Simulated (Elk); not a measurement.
# Fe: is a spiral lower than the collinear state?, part 2 of 2

Wanted: E(q) for Fe and its minimum.

Elk 11.2.3 (patched build); LDA (Perdew-Wang); all-electron APW+lo, Dirac cores, scalar-relativistic bands.

So far. Step 2 (Run at q = 0): After 21 cycles the largest moment stands at 2.31 μB. Step 3 (One pass at q = (0.1667, -0.1667, 0.1667)): By that sum this spiral lies +67.4 meV a seeded atom from q = 0.

The database entry behind the starting cell differs from later determinations by our own check (an axis about 0.7 % long against later determinations), so it need not match the best structure at ambient conditions.

**4. One pass at q = (0.3333, -0.3333, 0.3333)**

File elk.in:

```
tasks
  1

xctype
  3

rgkmax
  7.0

nempty
  12

swidth
  0.002

reducebf
  0.5

epsengy
  1e-06

maxscl
  1

lmaxi
  2

spinsprl
  .true.

spinpol
  .true.

vqlss
  0.333333 -0.333333 0.333333

sppath
  './'

avec
  -2.72687479783 2.72687479783 2.72687479783
  2.72687479783 -2.72687479783 2.72687479783
  2.72687479783 2.72687479783 -2.72687479783

atoms
  1
  'Fe.in'
  1
  0.0000000000 0.0000000000 0.0000000000   -0.000210 0.000000 0.000000

ngridk
  12 12 12
```

On the command line:

```console
$ OMP_NUM_THREADS=2 elk
```

Numbers of over 12 decimals in the logs are rounded to 6 here.

Log:

```text
┌─────────────────────────┐
│ Elk code version 11.2.3 │
└─────────────────────────┘

All units are atomic (Hartree, Bohr, etc.)

┌──────────────────────────────────────────┐
│ Ground-state run resuming from STATE.OUT │
└──────────────────────────────────────────┘

Lattice vectors :
  -2.726874798       2.726874798       2.726874798
   2.726874798      -2.726874798       2.726874798
   2.726874798       2.726874798      -2.726874798

Species : 1 (Fe)
 muffin-tin radius :    2.336542848
[...]
total calculated charge     :    25.99983484
 total charge                :    26.00000000
 error                       :   0.1651639234E-03

Moments :
 interstitial                :  -0.1569955051E-01  0.1665847930E-04 -0.2956403750E-05
 muffin-tins
  species : 1 (Fe)
   atom 1                    :    2.208494506      0.9207823381E-03  0.5945094329E-04
 total in muffin-tins        :    2.208494506      0.9207823381E-03  0.5945094329E-04
 total moment                :    2.192794955      0.9374408174E-03  0.5649453954E-04

┌──────────────────────────────┐
│ Self-consistent loop stopped │
└──────────────────────────────┘

[key lines of the parts left out:]
total energy                :     -1270.5620877126
```

It took 5.2 s on 2 threads of Intel Xeon Platinum 8375C at 2.90GHz (Ice Lake), shared host; peak memory 0.08 GiB; 9.9 s of CPU time.

Read from the output:

```yaml
magnetization: 2.193, 9.37e-4, 0 μB
final_state: spiral
largest_moment: 2.208 μB
```

By that sum this spiral lies +284.4 meV a seeded atom from q = 0.

**5. Another try**

A slip in the input shows what the program catches and what it lets pass.

File elk.in:

```
tasks
  0

xctype
  3

rgkmax
  7.0

nempty
  12

swidth
  0.002

reducebf
  0.5

epsengy
  1e-06

maxscl
  60

lmaxi
  2

spinsprl
  .true.

spinpol
  .true.

vqlss
  0.000000 0.000000 0.500000

sppath
  './'

scale
  1.88972612

avec
  -2.72687479783 2.72687479783 2.72687479783
  2.72687479783 -2.72687479783 2.72687479783
  2.72687479783 2.72687479783 -2.72687479783

atoms
  1
  'Fe.in'
  1
  0.0000000000 0.0000000000 0.0000000000   -0.210000 0.000000 0.000000

ngridk
  12 12 12
```

On the command line:

```console
$ OMP_NUM_THREADS=2 elk
```

Log:

```text
┌─────────────────────────┐
│ Elk code version 11.2.3 │
└─────────────────────────┘

All units are atomic (Hartree, Bohr, etc.)

┌─────────────────────────────────────────────────┐
│ Ground-state run starting from atomic densities │
└─────────────────────────────────────────────────┘

Lattice vectors :
  -5.153046531       5.153046531       5.153046531
   5.153046531      -5.153046531       5.153046531
   5.153046531       5.153046531      -5.153046531

Species : 1 (Fe)
 muffin-tin radius :    2.400000000
 atomic positions (lattice), magnetic fields (Cartesian) :
  1 :   0.00000000  0.00000000  0.00000000   -0.21000000  0.00000000  0.00000000

Total number of atoms per unit cell :    1
Total muffin-tin volume :    57.90583579
 ratio of muffin-tin to unit cell volume :   0.1057962199

Spin treatment :
 spin-polarised
 global magnetic field (Cartesian) :    0.000000000       0.000000000       0.000000000
 non-collinear magnetisation
 spin-spiral state assumed
  q-vector (lattice)   :    0.000000000       0.000000000      0.5000000000
  q-vector (Cartesian) :   0.3048286712      0.3048286712      0.3361230704E-17
  q-vector length      :   0.4310928410

Number of Bravais lattice symmetries :    4
Number of crystal symmetries         :    4
Crystal has no inversion symmetry
Complex Hermitian eigensolver will be used

k-point grid :     12    12    12
k-point offset :    0.000000000       0.000000000       0.000000000
k-point set is reduced with full crystal symmetry group
Total number of k-points :      510

Muffin-tin radius times maximum |G+k| :    7.000000000
 using average radius
Maximum |G+k| for APW functions       :    2.916666667
Maximum (1/2)|G+k|²                   :    4.253472222
Maximum |G| for potential and density :    12.00000000
Constant for pseudocharge density :    7
 order of it for each species :   14
 order of it for pair densities of each species (exact exchange by exxq0 0: 14) :   10
Radial integration step length :    1

G-vector grid sizes :     35    35    35
Number of G-vectors :    15947

Maximum angular momentum used for
 APW functions            :    8
 outer part of muffin-tin :    6

Number of empty states         :     12
Total number of valence states :     42
Total number of core states    :     10

Third-order local-orbitals added for an l without core states : T
Total number of local-orbitals :     23

Exchange-correlation functional :      3     0     0
 Perdew-Wang/Ceperley-Alder, Phys. Rev. B 45, 13244 (1992)
 gradient requirement :    0
 local density approximation (LDA)

Smearing type :    3
 Fermi-Dirac
Smearing width :   0.2000000000E-02
Effective electronic temperature (K) :    631.5500496

Mixing type :    3
 Broyden mixing, J. Phys. A: Math. Gen. 17, L317 (1984)

Kohn-Sham potential initialised from atomic data

┌──────────────────────────────┐
│ Self-consistent loop started │
└──────────────────────────────┘

[... earlier loops left out ...]

┌──────────────────┐
│ Loop number : 15 │
└──────────────────┘

[key lines of the parts left out:]
total energy                :     -1270.3676203603
```

It took 5 min on 2 threads; peak memory 0.2 GiB.

The run was cut off at its time limit.

The fault put into the input: lattice vectors scaled to bohr twice.

After 14 loops the RMS change of the potential stands at 6e-04 Ha, falling at every loop but slowly.

The vectors were already in bohr, so the added factor sets the atoms 1.89 times too far apart.

**6. E(q)**

Wavevectors, in fractions of the reciprocal vectors: (0, 0, 0); (0.167, -0.167, 0.167); (0.333, -0.333, 0.333); (0.5, -0.5, 0.5); (0.333, -0.333, 0.5); (0.167, -0.167, 0.5); (0, 0, 0.5); (0, 0, 0.333); (0, 0, 0.167); (0, 0, 0); (0.167, 0.167, 0.167); (0.333, 0.333, 0.333). The path runs through Γ, H, N, Γ, near P.

Table of energy less that at q = 0, frozen potential by path:

| path (Å⁻¹) | energy less that at q = 0, frozen potential (meV a seeded atom) |
| --- | --- |
| 0.00 | 0 |
| 0.73 | 67.4 |
| 1.45 | 284 |
| 2.18 | 457 |
| 2.69 | 359 |
| 3.20 | 248 |
| 3.72 | 214 |
| 4.23 | 133 |
| 4.74 | 28.8 |
| 5.26 | 0 |
| 6.51 | 168 |
| 7.77 | 196 |

The magnon energy 4 dE/(M sin²θ), frozen potential by path:

| path (Å⁻¹) | magnon energy 4 dE/(M sin²θ), frozen potential (meV) |
| --- | --- |
| 0.00 | 0 |
| 0.73 | 118 |
| 1.45 | 499 |
| 2.18 | 803 |
| 2.69 | 630 |
| 3.20 | 435 |
| 3.72 | 376 |
| 4.23 | 234 |
| 4.74 | 50.6 |
| 5.26 | 0 |
| 6.51 | 295 |
| 7.77 | 343 |

**7. Outcome**

```yaml
lowest_point: (0, 0, 0), 0 meV a seeded atom (frozen potential)
highest_point: (0.5, -0.5, 0.5), 457 meV a seeded atom
```

**Reading.** No spiral on the path lies under the state at q = 0; the dearest costs 457 meV a seeded atom. The force theorem is exact for small turns only; a flat spiral at large q turns neighbours far. The magnon energies are adiabatic and undamped; from flat spirals they are a Heisenberg estimate. The mesh is the same for all points and was not tested: differences of a few meV, and of some ten in a metal, can be noise.

[Logs and program files are shortened in this print: banners, set-up blocks, solver, clock and traceback lines can be left out without a mark of their own.]

[Logs are printed without paths, hosts, clocks, repeated set-up lines and the standing remarks that a program may print on its own settings, such as how far it seeks lower states.]

[Hosts, paths, dates, database ids (printed as entryN), source tags and the programs' standing remarks are cut or masked in the printed files.]

[Where a cell is said to come from a database of computed structures, the database is the Materials Project.]
